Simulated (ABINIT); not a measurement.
An input for ABINIT 10.8.3 (Diamond (Fd-3m, 2 atoms a cell)):

```
acell 3*1.0 Angstrom
rprim 
  -0.000000000000 1.783370000000 1.783370000000
  1.783370000000 -0.000000000000 1.783370000000
  1.783370000000 1.783370000000 0.000000000000
ntypat 1
znucl 6
natom 2
typat 1 1
xred 
  0.000000000000 0.000000000000 -0.000000000000
  0.250000000000 0.250000000000 0.250000000000
pp_dirpath "pseudos"
pseudos "C.upf"
ecut 37
ngkpt 6 6 6
nshiftk 1
shiftk 0 0 0
kptopt 1
chksymbreak 0
istwfk *1
occopt 1
irdwfk 1
optdriver 99
bs_calctype 1
mbpt_sciss 1.757 eV
bs_loband 2
nband 7
bs_exchange_term 0
bs_coulomb_term 11
bs_coupling 0
bs_algorithm 1
bs_freq_mesh 0 10 0.1 eV
zcut 0.1 eV
ecuteps 3
ecutwfn 18.5
inclvkb 2
irdscr 1
indata_prefix "in"
outdata_prefix "out"
tmpdata_prefix "tmp"
```

```sh
OMP_NUM_THREADS=1 mpirun -n 4 abinit run.abi > log
```

Q: How long will it take on 4 MPI ranks of Arm Neoverse V1, shared host, and how much memory?

It took 42 s; on shared hardware allow 21 s to 84 s. Peak host memory was 0.29 GiB.

The kernel grows as the square of the matrix size, and full diagonalisation as its cube.

[Paths, hosts, dates, memory and timing lines, banners, echoed tables and standing remarks are left out of the program output.]

[Logs are printed without paths, hosts, clocks, repeated set-up lines and the standing remarks that a program may print on its own settings, such as how far it seeks lower states.]

[Runs of the session that timed out or met a known fault of the program may be left out.]

[Hosts, paths, dates, database ids (printed as entryN), source tags and the programs' standing remarks are cut or masked in the printed files.]

[G0W0 gaps are taken among the corrected bands and points alone; a level outside them can change the order at an edge.]

[Where Ansatz stands beside ABINIT at settings called matched, ABINIT's density can come from a denser mesh and the files from another edition; pairs whose starting gaps differed by over 0.03 eV were left out, so agreement reads better than it is.]
